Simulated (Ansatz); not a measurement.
Rows from a G0W0 calculation on BN (P6_3/mmc) (Ansatz 0.2.0; G0W0 on PBE (exact-exchange fraction 0.5), plane waves, PAW; PAW set soft_1; 9×9×4 mesh, 150 empty bands, screening to 150 eV, PAW set soft_1 files), in eV. Spin-orbit coupling is left out.

```csv
row,k,band,start,Σx,Σc at the solution,Vxc
A,"(0.333, 0.333, -0.500)",v1,2.224,-20.758,1.956,-19.526
B,"(0.111, 0.444, 0.000)",v1,1.851,-20.751,2.019,-19.475
C,"(0.111, 0.444, 0.000)",v2,0.832,-19.652,2.052,-18.288
D,"(0.111, 0.444, 0.000)",c2,12.322,-6.816,-3.904,-10.361
E,"(0.333, 0.333, -0.500)",c1,11.322,-5.638,-3.902,-9.124
F,"(0.111, 0.444, 0.000)",c1,10.900,-5.314,-3.722,-8.623
```

**Question.** Give the quasiparticle energies and the shift of each level.

The quasiparticle equation reads E = start + Σx + Σc(E) − Vxc.

```csv
row,E (eV),shift (eV)
A,2.949,+0.724
B,2.594,+0.743
C,1.519,+0.688
D,11.963,−0.359
E,10.906,−0.416
F,10.487,−0.413
```

Limits: not at the basis limit.

[Paths, hosts, dates, memory and timing lines, banners, echoed tables and standing remarks are left out of the program output.]

[Logs are printed without paths, hosts, clocks, repeated set-up lines and the standing remarks that a program may print on its own settings, such as how far it seeks lower states.]

[Runs of the session that timed out or met a known fault of the program may be left out.]

[Cells called generated may have been cut or substituted from an entry of the Crystallography Open Database or the Materials Project.]

[Hosts, paths, dates, database ids (printed as entryN), source tags and the programs' standing remarks are cut or masked in the printed files.]
